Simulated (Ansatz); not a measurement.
# LaGaH6: complex band structure, part 2 of 2

A new crystal, LaGaH6: structure, gap and complex bands. It is built by putting Ga for Al in the LaAlH6 structure of space group R-3m, with the volume rescaled by atomic radii. The parent structure comes from the Materials Project.

Ansatz 0.2.0; LDA DFT, plane waves, PAW files (the session's first sound run).

So far, gap on path (eV): step 3 (band edges) 1.21.

The structure was built from a prototype and need not be the compound's stable phase.

## 5. Decaying states in the gap, plane (100)

The same for the (100) plane, at (0, 0) and (0, -0.5), to see how the decay depends on direction.

File input.yaml:

```yaml
crystal:
  lattice:
    - [6.417793508, 0.0, 0.0]
    - [0.0, 6.192681528, 0.0]
    - [3.208896754, -2.064227176, 1.852657405]
  atoms:
    - { symbol: La, position: [0.0, 0.5, 0.0] }
    - { symbol: Ga, position: [0.0, 0.0, 0.0] }
    - { symbol: H, position: [0.3586799417, 0.9395451596, 0.2826401166] }
    - { symbol: H, position: [0.6413200583, 0.2982251013, 0.3586799417] }
    - { symbol: H, position: [0.0, 0.2982251013, 0.3586799417] }
    - { symbol: H, position: [0.6413200583, 0.0604548404, 0.7173598834] }
    - { symbol: H, position: [0.3586799417, 0.7017748987, 0.6413200583] }
    - { symbol: H, position: [0.0, 0.7017748987, 0.6413200583] }
kpoints:
  mp_grid: { grid: [12, 12, 12] }
scf:
  occupations: { method: fixed }
hamiltonian:
  xc: lda
output:
  eigenvalues: true
  transmission:
    leads: [[0, 0]]
    kpoints: [[0.0, 0.0], [0.0, -0.5]]
    e_range: [-1.0, 2.21]
    de: 0.05
```

Run with:

```sh
$ ansatz run input.yaml --threads 2 --pin off --max-ram 4096MiB --backend cpu --events-out ev --progress --plain --runs-dir out
```

Wall time 98 s (2 threads of Arm Neoverse V2, shared host); peak memory 1.1 GiB; 3.2 min of CPU time.

This step gave:

| Property | Result |
| --- | --- |
| decay constant at the filling level, zone centre | 0.1584 Å⁻¹ |
| decay constant at the filling level, slowest listed point | 0.1584 Å⁻¹ |

K parallel (0, 0); values up to 1.5 1/Å, a degenerate pair printed once or twice; energies at which all values exceed this have no row. Table of Im kz of the slowest decaying states by energy, zero at the highest filled level on the SCF mesh:

```
energy (eV)  decay 1 (Å⁻¹)  decay 2 (Å⁻¹)  decay 3 (Å⁻¹)  decay 4 (Å⁻¹)
      -1.00          0.171          0.212          0.223          0.551
      -0.85          0.213          0.214          0.231          0.554
      -0.70          0.215          0.237          0.240          0.555
      -0.50          0.134          0.206          0.214          0.243
      -0.35          0.170          0.211          0.245          0.282
      -0.20          0.195          0.207          0.246          0.295
      -0.05          0.202          0.214          0.246          0.305
       0.00          0.200          0.220          0.245          0.308
       0.10          0.195          0.229          0.244          0.313
       0.30          0.184          0.240          0.244          0.322
       0.45          0.172          0.236          0.253          0.328
       0.60          0.158          0.230          0.260          0.332
       0.75          0.141          0.223          0.265          0.335
       0.90          0.119          0.214          0.268          0.337
       1.10         0.0726          0.200          0.270          0.337
       1.25          0.187          0.270          0.337          0.474
       1.40          0.172          0.269          0.335          0.459
       1.55          0.153          0.267          0.333          0.443
       1.70          0.129          0.262          0.329          0.424
       1.90         0.0803          0.254          0.321          0.395
       2.05          0.245          0.313          0.369          0.447
       2.20          0.233          0.301          0.339          0.423
```

K parallel (0, -0.5); values up to 1.5 1/Å, a degenerate pair printed once or twice; energies at which all values exceed this have no row. Im kz of the slowest decaying states against energy, zero at the highest filled level on the SCF mesh:

```
energy (eV)  decay 1 (Å⁻¹)  decay 2 (Å⁻¹)  decay 3 (Å⁻¹)  decay 4 (Å⁻¹)
     -1.000          0.177          0.189          0.206          0.491
     -0.800          0.154          0.167          0.212          0.544
     -0.600         0.0887          0.190          0.239          0.581
     -0.400          0.210          0.260          0.608          0.609
     -0.200         0.0982          0.221          0.222          0.277
      0.000        0.00958          0.148          0.228          0.291
      0.200          0.133          0.173          0.230          0.303
      0.400          0.179          0.187          0.228          0.314
      0.600          0.195          0.209          0.222          0.323
      0.800          0.197          0.212          0.232          0.330
      1.000          0.194          0.198          0.250          0.337
      1.200          0.177          0.186          0.264          0.342
      1.400          0.147          0.174          0.275          0.347
      1.600         0.0975          0.154          0.284          0.351
      1.800          0.122          0.291          0.354          0.426
      2.000         0.0595          0.297          0.358          0.385
      2.200          0.301          0.336          0.361          0.420
```

K parallel (0, -0.5). Re kz of states that move upwards against energy, zero at the highest filled level on the SCF mesh:

```
energy (eV)  channel 1 (Å⁻¹)  channel 2 (Å⁻¹)  channel 3 (Å⁻¹)  channel 4 (Å⁻¹)
      -1.00            -1.66            -1.62                -                -
      -0.85            -1.57            -1.54                -                -
      -0.70            -1.45            -1.43                -                -
      -0.50            -1.32            -1.32           -0.878           -0.158
      -0.35            -1.23            -1.18           -0.784          -0.0353
      -0.20           -0.717                -                -                -
      -0.05           -0.636                -                -                -
       0.00                -                -                -                -
       0.10                -                -                -                -
       0.30                -                -                -                -
       0.45                -                -                -                -
       0.60                -                -                -                -
       0.75                -                -                -                -
       0.90                -                -                -                -
       1.10                -                -                -                -
       1.25                -                -                -                -
       1.40                -                -                -                -
       1.55                -                -                -                -
       1.70                -                -                -                -
       1.90            -1.63            0.738                -                -
       2.05            -1.59            0.801                -                -
       2.20            -1.55            -1.02            0.107            0.862
```

At the listed wavevectors the last open channel is at -0.05 eV and the next at +1.25 eV on the grid. At +0.60 eV, the grid energy nearest the filling level (the middle of the gap on the SCF mesh), the slowest state at the listed wavevectors decays with κ = 0.158 Å⁻¹, its amplitude falling by e over 6.3 Å; the first such run, plane (001), gave 0.179 Å⁻¹.

## 6. Band edges at another level

This step: LDA DFT, plane waves, JTH PAW files (Ansatz 0.2.0).

The edges again with JTH files, at the same atoms.

File input.yaml:

```yaml
crystal:
  lattice:
    - [3.2088967538, 1.8526574046, 2.0642271761]
    - [-3.2088967538, 1.8526574046, 2.0642271761]
    - [0.0, -3.7053148092, 2.0642271761]
  atoms:
    - { symbol: La, position: [0.5, 0.5, 0.5] }
    - { symbol: Ga, position: [0.0, 0.0, 0.0] }
    - { symbol: H, position: [0.9395451596, 0.2982251013, 0.2982251013] }
    - { symbol: H, position: [0.2982251013, 0.9395451596, 0.2982251013] }
    - { symbol: H, position: [0.2982251013, 0.2982251013, 0.9395451596] }
    - { symbol: H, position: [0.0604548404, 0.7017748987, 0.7017748987] }
    - { symbol: H, position: [0.7017748987, 0.0604548404, 0.7017748987] }
    - { symbol: H, position: [0.7017748987, 0.7017748987, 0.0604548404] }
kpoints:
  mp_grid: { grid: [6, 6, 6] }
  band_path: { path: [VBM, CBM], npoints: 30 }
scf:
  occupations: { method: fixed }
hamiltonian:
  xc: lda
  pseudopotentials: { kind: paw, source: jth }
output:
  eigenvalues: true
```

It took 0.04 s on 2 threads; peak memory 0.068 GiB.

The input was rejected at the start.

The program's message: “Error: no pseudopotential record for Ga at <dir> Nothing was run.”

## 7. What came out

```json
{
  "band gap": "1.21 eV",
  "least decay constant at mid-gap, normal to (001)": "0.179 Å⁻¹",
  "least decay constant at mid-gap, normal to (100)": "0.158 Å⁻¹"
}
```

**Reading.** With LDA, the slowest decay at the wavevectors tried is κ = 0.158 Å⁻¹, normal to (100). Through such a film the transmission near mid-gap falls as exp(−2κd), a factor of ten every 7.3 Å. The directions tried decay at nearly the same rate. A free electron under a barrier of half the gap would need a mass of 0.16 mₑ to decay at this rate. The compound is made up by substitution; its stability against other phases and against distortions of the cell's symmetry was not tested. A semilocal functional narrows gaps, so real decay constants are likely larger.

[Logs are printed without paths, hosts, clocks, repeated set-up lines and the standing remarks that a program may print on its own settings, such as how far it seeks lower states.]

[Hosts, paths, dates, database ids (printed as entryN), source tags and the programs' standing remarks are cut or masked in the printed files.]
